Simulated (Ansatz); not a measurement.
# Work function of Ir(100): what the settings cost and change

Aim: the work function of Ir(100) against thickness and vacuum, with the cost.

Main program and level: Ansatz 0.2.0; plane-wave DFT, PBE, Ansatz PAW.

Most raw output is cut from this account.

## (1) The structure

The cell holds 1 atom: 1 Ir. Cell: a = 2.715 Å, b = 2.715 Å, c = 18.000 Å, α = 90.0°, β = 90.0°, γ = 90.0°. Vacuum lies along c.

## (2) Slab, setting 1 layer

A work function rests on the faint tail of the density, so the SCF threshold is tight. The slab grows from one layer, at fixed mesh and 18 Å of vacuum; then the vacuum is varied on one slab.

File input.yaml:

```yaml
crystal:
  lattice:
    - [2.7152900398, 0.0, 0.0]
    - [0.0, 2.7152900398, 0.0]
    - [0.0, 0.0, 18.0]
  atoms:
    - { symbol: Ir, position: [0.5, 0.5, 0.5] }
kpoints:
  mp_grid: { grid: [15, 15, 1] }
hamiltonian:
  xc: pbe
scf:
  occupations: { method: fermi_dirac, width: 0.1 }
  convergence: { dr2_threshold: 1.0e-09 }
efield:
  axis: 3
  dipole_correction: true
  ramp_position: 0.97
  ramp_width: 0.06
output:
  write_potential: true
  write_density: true
  volumetric_format: npy
  elf: true
```

Run with:

```sh
> ansatz run input.yaml --threads 2 --pin off --max-ram 3072MiB --backend cpu --events-out ev --progress --plain --runs-dir out
```

It took 8.4 s on 2 threads of Arm Neoverse N1, shared host; peak memory 0.39 GiB.

Numbers from this step:

```
energy at zero smearing   : -11932.4988 eV
work function, upper face : 6.166 eV
```

Running mean over 1.92 Å of the planar mean; the ramp of the sawtooth is left out. The electron's electrostatic potential energy less the Fermi level by z:

z (Å), electron's electrostatic potential energy less the Fermi level (eV) and a bar from the least value:
```
     2.88        6.2 ##############################
     3.31        6.2 ##############################
     3.74        6.2 ##############################
     4.18        6.2 ##############################
     4.61        6.2 ##############################
     5.04        6.2 ##############################
     5.47        6.2 ##############################
     5.90        6.1 ##############################
     6.19        6.1 ##############################
     6.62        5.9 ##############################
     7.06        5.3 ############################
     7.49        3.0 ########################
     7.92       -1.9 ################
     8.35       -7.5 ######
     8.78      -10.9 
     9.22      -10.9 
     9.65       -7.5 ######
    10.08       -1.9 ################
    10.51        3.0 ########################
    10.94        5.3 ############################
    11.38        5.9 ##############################
    11.81        6.1 ##############################
    12.10        6.1 ##############################
    12.53        6.2 ##############################
    12.96        6.2 ##############################
    13.39        6.2 ##############################
    13.82        6.2 ##############################
    14.26        6.2 ##############################
    14.69        6.2 ##############################
    15.12        6.2 ##############################
```

Valence density in the ca plane at fractional y = 0.500, with atoms of Ir within 0.2 Å of it. It is the smooth field of the valence electrons, not physical close to the nuclei.

Ten steps, logarithmic in the rise over the least value, from '0' (0.0 e/Å³) to '9' (8.9 e/Å³), each cell a mean:
```
00000000000000000001344321000000000000000000
00000000000000000012467631000000000000000000
00000000000000000013699852000000000000000000
00000000000000000014799962100000000000000000
00000000000000000013799852000000000000000000
00000000000000000013588742000000000000000000
00000000000000000012355421000000000000000000
00000000000000000001233321000000000000000000
```
Columns run along c (18.0 Å), rows up along a (2.7 Å). Atoms in or near the plane, at fractional coordinates: Ir at (0.50, 0.50).

ELF in the ca plane at fractional y = 0.500, with atoms of Ir within 0.2 Å of it. It is the smooth field of the valence electrons, not physical close to the nuclei.

Ten even steps from '0' (0.00) to '9' (0.67), each cell a mean:
```
00000000000000000124444443100000000000000000
00000000000000000234577544210000000000000000
00000000000000001245799865310000000000000000
00000000000000001356986976420000000000000000
00000000000000001356898975420000000000000000
00000000000000001244589754310000000000000000
00000000000000000134455443210000000000000000
00000000000000000124544543100000000000000000
```
Columns run along c (18.0 Å), rows up along a (2.7 Å). Atoms in or near the plane, at fractional coordinates: Ir at (0.50, 0.50).

Electrostatic potential energy in the ca plane at fractional y = 0.500, with atoms of Ir within 0.2 Å of it. With pseudopotentials it is smooth inside the atoms' cores, unlike the true potential.

Ten even steps from '0' (-47 eV) to '9' (3 eV), each cell a mean:
```
99999999999999999999877899999999999999999999
99999999999999999998621489999999999999999999
99999999999999999998300069999999999999999999
99999999999999999997100059999999999999999999
99999999999999999998200059999999999999999999
99999999999999999998500279999999999999999999
99999999999999999999855689999999999999999999
99999999999999999999988899999999999999999999
```
Columns run along c (18.0 Å; values clipped at the 3rd and 97th percentile), rows up along a (2.7 Å). Atoms in or near the plane, at fractional coordinates: Ir at (0.50, 0.50).

The work function is 6.166 eV.

## (3) Run, 2 atoms

System of this step: Ir(100). The cell holds 2 atoms: 2 Ir. Its edges and angles: a = 2.715 Å, b = 2.715 Å, c = 19.920 Å, α = 90.0°, β = 90.0°, γ = 90.0°. Vacuum lies along c.

input.yaml, the sections that differ from step 2:

```yaml
crystal:
  lattice:
    - [2.7152900398, 0.0, 0.0]
    - [0.0, 2.7152900398, 0.0]
    - [0.0, 0.0, 19.92]
  atoms:
    - { symbol: Ir, position: [0.5, 0.5, 0.4518072289] }
    - { symbol: Ir, position: [0.0, 0.0, 0.5481927711] }
output:
  write_potential: true
  write_density: true
  volumetric_format: npy
# kpoints, hamiltonian, scf, efield: as in step 2
```

Run time: 17 s. Hardware: 2 threads; peak memory 0.4 GiB.

The work function is 5.688 eV, -0.478 eV from the run “1 layer”, at 1.9 times its CPU time.

## (4) Slab, 3 atoms

System of this step: Ir(100). The cell holds 3 atoms: 3 Ir. Its edges and angles: a = 2.715 Å, b = 2.715 Å, c = 21.840 Å, α = 90.0°, β = 90.0°, γ = 90.0°. Vacuum lies along c.

input.yaml, the sections that differ from step 3:

```yaml
crystal:
  lattice:
    - [2.7152900398, 0.0, 0.0]
    - [0.0, 2.7152900398, 0.0]
    - [0.0, 0.0, 21.84]
  atoms:
    - { symbol: Ir, position: [0.0, 0.0, 0.4120879121] }
    - { symbol: Ir, position: [0.5, 0.5, 0.5] }
    - { symbol: Ir, position: [0.0, 0.0, 0.5879120879] }
# kpoints, hamiltonian, scf, efield, output: as in step 3
```

Wall time 33 s (2 threads); peak memory 0.46 GiB; 48 s of CPU time.

The work function is 5.464 eV, -0.224 eV from the run “2 layers”, at 1.6 times its CPU time.

## (5) Slab, 4 atoms

System of this step: Ir(100). The cell holds 4 atoms: 4 Ir. Cell: a = 2.715 Å, b = 2.715 Å, c = 23.760 Å, α = 90.0°, β = 90.0°, γ = 90.0°. Vacuum lies along c.

input.yaml, the sections that differ from step 4:

```yaml
crystal:
  lattice:
    - [2.7152900398, 0.0, 0.0]
    - [0.0, 2.7152900398, 0.0]
    - [0.0, 0.0, 23.76]
  atoms:
    - { symbol: Ir, position: [0.5, 0.5, 0.3787878788] }
    - { symbol: Ir, position: [0.0, 0.0, 0.4595959596] }
    - { symbol: Ir, position: [0.5, 0.5, 0.5404040404] }
    - { symbol: Ir, position: [0.0, 0.0, 0.6212121212] }
# kpoints, hamiltonian, scf, efield, output: as in step 4
```

Wall time 48 s (2 threads); peak memory 0.52 GiB; 71 s of CPU time.

The work function is 5.545 eV, +0.081 eV from the run “3 layers”, at 1.5 times its CPU time.

## (6) Slab, 5 atoms

System of this step: Ir(100). The cell holds 5 atoms: 5 Ir. Its edges and angles: a = 2.715 Å, b = 2.715 Å, c = 25.680 Å, α = 90.0°, β = 90.0°, γ = 90.0°. Vacuum lies along c.

input.yaml, the sections that differ from step 5:

```yaml
crystal:
  lattice:
    - [2.7152900398, 0.0, 0.0]
    - [0.0, 2.7152900398, 0.0]
    - [0.0, 0.0, 25.68]
  atoms:
    - { symbol: Ir, position: [0.0, 0.0, 0.3504672897] }
    - { symbol: Ir, position: [0.5, 0.5, 0.4252336449] }
    - { symbol: Ir, position: [0.0, 0.0, 0.5] }
    - { symbol: Ir, position: [0.5, 0.5, 0.5747663551] }
    - { symbol: Ir, position: [0.0, 0.0, 0.6495327103] }
# kpoints, hamiltonian, scf, efield, output: as in step 5
```

Elapsed: 62 s, on 2 threads; peak memory 0.6 GiB; 99 s of CPU time.

The work function is 5.549 eV, +0.005 eV from the run “4 layers”, at 1.4 times its CPU time.

## (7) Run, 6 atoms

System of this step: Ir(100). The cell holds 6 atoms: 6 Ir. Cell: a = 2.715 Å, b = 2.715 Å, c = 27.600 Å, α = 90.0°, β = 90.0°, γ = 90.0°. Vacuum lies along c.

input.yaml, the sections that differ from step 6:

```yaml
crystal:
  lattice:
    - [2.7152900398, 0.0, 0.0]
    - [0.0, 2.7152900398, 0.0]
    - [0.0, 0.0, 27.6]
  atoms:
    - { symbol: Ir, position: [0.5, 0.5, 0.3260869565] }
    - { symbol: Ir, position: [0.0, 0.0, 0.3956521739] }
    - { symbol: Ir, position: [0.5, 0.5, 0.4652173913] }
    - { symbol: Ir, position: [0.0, 0.0, 0.5347826087] }
    - { symbol: Ir, position: [0.5, 0.5, 0.6043478261] }
    - { symbol: Ir, position: [0.0, 0.0, 0.6739130435] }
# kpoints, hamiltonian, scf, efield, output: as in step 6
```

Elapsed: 72 s, on 2 threads; peak memory 0.71 GiB.

The work function is 5.553 eV, +0.004 eV from the run “5 layers”, at 1.2 times its CPU time.

## (8) Run, 8 atoms

System of this step: Ir(100). The cell holds 8 atoms: 8 Ir. Its edges and angles: a = 2.715 Å, b = 2.715 Å, c = 31.440 Å, α = 90.0°, β = 90.0°, γ = 90.0°. Vacuum lies along c.

input.yaml, the sections that differ from step 7:

```yaml
crystal:
  lattice:
    - [2.7152900398, 0.0, 0.0]
    - [0.0, 2.7152900398, 0.0]
    - [0.0, 0.0, 31.44]
  atoms:
    - { symbol: Ir, position: [0.5, 0.5, 0.286259542] }
    - { symbol: Ir, position: [0.0, 0.0, 0.3473282443] }
    - { symbol: Ir, position: [0.5, 0.5, 0.4083969466] }
    - { symbol: Ir, position: [0.0, 0.0, 0.4694656489] }
    - { symbol: Ir, position: [0.5, 0.5, 0.5305343511] }
    - { symbol: Ir, position: [0.0, 0.0, 0.5916030534] }
    - { symbol: Ir, position: [0.5, 0.5, 0.6526717557] }
    - { symbol: Ir, position: [0.0, 0.0, 0.713740458] }
# kpoints, hamiltonian, scf, efield, output: as in step 7
```

Elapsed: 2 min, on 2 threads; peak memory 0.94 GiB.

The work function is 5.547 eV, -0.006 eV from the run “6 layers”, at 1.8 times its CPU time.

## (9) Run, 10 atoms

System of this step: Ir(100). The cell holds 10 atoms: 10 Ir. Cell: a = 2.715 Å, b = 2.715 Å, c = 35.280 Å, α = 90.0°, β = 90.0°, γ = 90.0°. Vacuum lies along c.

input.yaml, the sections that differ from step 8:

```yaml
crystal:
  lattice:
    - [2.7152900398, 0.0, 0.0]
    - [0.0, 2.7152900398, 0.0]
    - [0.0, 0.0, 35.28]
  atoms:
    - { symbol: Ir, position: [0.5, 0.5, 0.2551020408] }
    - { symbol: Ir, position: [0.0, 0.0, 0.3095238095] }
    - { symbol: Ir, position: [0.5, 0.5, 0.3639455782] }
    - { symbol: Ir, position: [0.0, 0.0, 0.4183673469] }
    - { symbol: Ir, position: [0.5, 0.5, 0.4727891156] }
    - { symbol: Ir, position: [0.0, 0.0, 0.5272108844] }
    - { symbol: Ir, position: [0.5, 0.5, 0.5816326531] }
    - { symbol: Ir, position: [0.0, 0.0, 0.6360544218] }
    - { symbol: Ir, position: [0.5, 0.5, 0.6904761905] }
    - { symbol: Ir, position: [0.0, 0.0, 0.7448979592] }
# kpoints, hamiltonian, scf, efield, output: as in step 8
```

Run time: 3.2 min. Hardware: 2 threads; peak memory 1.2 GiB; 5.4 min of CPU time.

The work function is 5.543 eV, -0.004 eV from the run “8 layers”, at 1.6 times its CPU time.

## (10) Slab, 13 atoms

System of this step: Ir(100). The cell holds 13 atoms: 13 Ir. Its edges and angles: a = 2.715 Å, b = 2.715 Å, c = 41.040 Å, α = 90.0°, β = 90.0°, γ = 90.0°. Vacuum lies along c.

input.yaml, the sections that differ from step 9:

```yaml
crystal:
  lattice:
    - [2.7152900398, 0.0, 0.0]
    - [0.0, 2.7152900398, 0.0]
    - [0.0, 0.0, 41.04]
  atoms:
    - { symbol: Ir, position: [0.0, 0.0, 0.2192982456] }
    - { symbol: Ir, position: [0.5, 0.5, 0.2660818713] }
    - { symbol: Ir, position: [0.0, 0.0, 0.3128654971] }
    - { symbol: Ir, position: [0.5, 0.5, 0.3596491228] }
    - { symbol: Ir, position: [0.0, 0.0, 0.4064327485] }
    - { symbol: Ir, position: [0.5, 0.5, 0.4532163743] }
    - { symbol: Ir, position: [0.0, 0.0, 0.5] }
    - { symbol: Ir, position: [0.5, 0.5, 0.5467836257] }
    - { symbol: Ir, position: [0.0, 0.0, 0.5935672515] }
    - { symbol: Ir, position: [0.5, 0.5, 0.6403508772] }
    - { symbol: Ir, position: [0.0, 0.0, 0.6871345029] }
    - { symbol: Ir, position: [0.5, 0.5, 0.7339181287] }
    - { symbol: Ir, position: [0.0, 0.0, 0.7807017544] }
# kpoints, hamiltonian, scf, efield, output: as in step 9
```

Run time: 5.3 min. Hardware: 2 threads; peak memory 1.7 GiB.

The work function is 5.543 eV, +0.001 eV from the run “10 layers”, at 1.7 times its CPU time.

## (11) Slab, 7 atoms

System of this step: Ir(100). The cell holds 7 atoms: 7 Ir. Cell: a = 2.715 Å, b = 2.715 Å, c = 21.520 Å, α = 90.0°, β = 90.0°, γ = 90.0°. Vacuum lies along c.

input.yaml, the sections that differ from step 10:

```yaml
crystal:
  lattice:
    - [2.7152900398, 0.0, 0.0]
    - [0.0, 2.7152900398, 0.0]
    - [0.0, 0.0, 21.52]
  atoms:
    - { symbol: Ir, position: [0.0, 0.0, 0.2323420074] }
    - { symbol: Ir, position: [0.5, 0.5, 0.3215613383] }
    - { symbol: Ir, position: [0.0, 0.0, 0.4107806691] }
    - { symbol: Ir, position: [0.5, 0.5, 0.5] }
    - { symbol: Ir, position: [0.0, 0.0, 0.5892193309] }
    - { symbol: Ir, position: [0.5, 0.5, 0.6784386617] }
    - { symbol: Ir, position: [0.0, 0.0, 0.7676579926] }
# kpoints, hamiltonian, scf, efield, output: as in step 10
```

Elapsed: 71 s, on 2 threads; peak memory 0.65 GiB.

The work function is 5.543 eV. The program marks this work function as in doubt.

## (12) Run, 7 atoms

The cell differs from the one that the last finished run ended in (c 21.520 → 25.520 Å).

input.yaml, the sections that differ from step 11:

```yaml
crystal:
  lattice:
    - [2.7152900398, 0.0, 0.0]
    - [0.0, 2.7152900398, 0.0]
    - [0.0, 0.0, 25.52]
  atoms:
    - { symbol: Ir, position: [0.0, 0.0, 0.2742946708] }
    - { symbol: Ir, position: [0.5, 0.5, 0.3495297806] }
    - { symbol: Ir, position: [0.0, 0.0, 0.4247648903] }
    - { symbol: Ir, position: [0.5, 0.5, 0.5] }
    - { symbol: Ir, position: [0.0, 0.0, 0.5752351097] }
    - { symbol: Ir, position: [0.5, 0.5, 0.6504702194] }
    - { symbol: Ir, position: [0.0, 0.0, 0.7257053292] }
# kpoints, hamiltonian, scf, efield, output: as in step 11
```

Wall time 84 s (2 threads); peak memory 0.73 GiB.

The work function is 5.547 eV, +0.004 eV from the run “7 layers, 10 Å of vacuum”, at 1.2 times its CPU time.

## (13) Slab, 7 atoms (run 2)

The cell differs from the one that the last finished run ended in (c 25.520 → 37.520 Å).

input.yaml, the sections that differ from step 12:

```yaml
crystal:
  lattice:
    - [2.7152900398, 0.0, 0.0]
    - [0.0, 2.7152900398, 0.0]
    - [0.0, 0.0, 37.52]
  atoms:
    - { symbol: Ir, position: [0.0, 0.0, 0.3464818763] }
    - { symbol: Ir, position: [0.5, 0.5, 0.3976545842] }
    - { symbol: Ir, position: [0.0, 0.0, 0.4488272921] }
    - { symbol: Ir, position: [0.5, 0.5, 0.5] }
    - { symbol: Ir, position: [0.0, 0.0, 0.5511727079] }
    - { symbol: Ir, position: [0.5, 0.5, 0.6023454158] }
    - { symbol: Ir, position: [0.0, 0.0, 0.6535181237] }
# kpoints, hamiltonian, scf, efield, output: as in step 12
```

The job ended after 1.8 min (2 threads; peak memory 0.97 GiB; 3.3 min of CPU time).

The work function is 5.547 eV, +0.000 eV from the run “7 layers, 14 Å of vacuum”, at 1.3 times its CPU time.

## (14) Comparing the runs

Times are for 2 threads of Arm Neoverse N1, shared host. The runs compared:

```tsv
no.	setting	work function, upper face (eV)	time	memory (GiB)
1	1 layer	6.166	8.4 s	0.39
2	2 layers	5.688	17 s	0.4
3	3 layers	5.464	33 s	0.46
4	4 layers	5.545	48 s	0.52
5	5 layers	5.549	62 s	0.6
6	6 layers	5.553	72 s	0.71
7	8 layers	5.547	2 min	0.94
8	10 layers	5.543	3.2 min	1.2
9	13 layers	5.543	5.3 min	1.7
10	7 layers, 10 Å of vacuum	5.543	71 s	0.65
11	7 layers, 14 Å of vacuum	5.547	84 s	0.73
12	7 layers, 26 Å of vacuum	5.547	1.8 min	0.97
```

## (15) Results

- work function, 1 layer: 6.166 eV
- work function, 3 layers: 5.464 eV
- work function, 6 layers: 5.553 eV
- work function, 13 layers: 5.543 eV

In words: The thickest slab gives 5.54 eV, and the settings tried spread the value from 5.46 to 6.17 eV. At 18 Å of vacuum, the slabs from 4 layers on stay within 0.01 eV of the thickest. Going from 10 to 26 Å of vacuum moves it by 0.004 eV. The program marks the value as in doubt in “7 layers, 10 Å of vacuum”. A compiled measured value is 5.96 eV (arxiv:1902.07811, 2019), but the real face reconstructs and these slabs don't, so it is no test of the method. The ladder's slabs use the tabulated experimental lattice constant (two decimals; a low-temperature value for the alkali metals). In 1 run of the series (7 layers, 10 Å of vacuum) the program warns that electrons reach the sawtooth's ramp, which makes dipole and work function less sure.

[Logs are printed without paths, hosts, clocks, repeated set-up lines and the standing remarks that a program may print on its own settings, such as how far it seeks lower states.]

[Hosts, paths, dates, database ids (printed as entryN), source tags and the programs' standing remarks are cut or masked in the printed files.]

[Maps of the electrostatic potential energy from Ansatz leave out the sawtooth potential of an applied field or a dipole correction, so their vacuum need not be flat; planar profiles and work functions include it.]
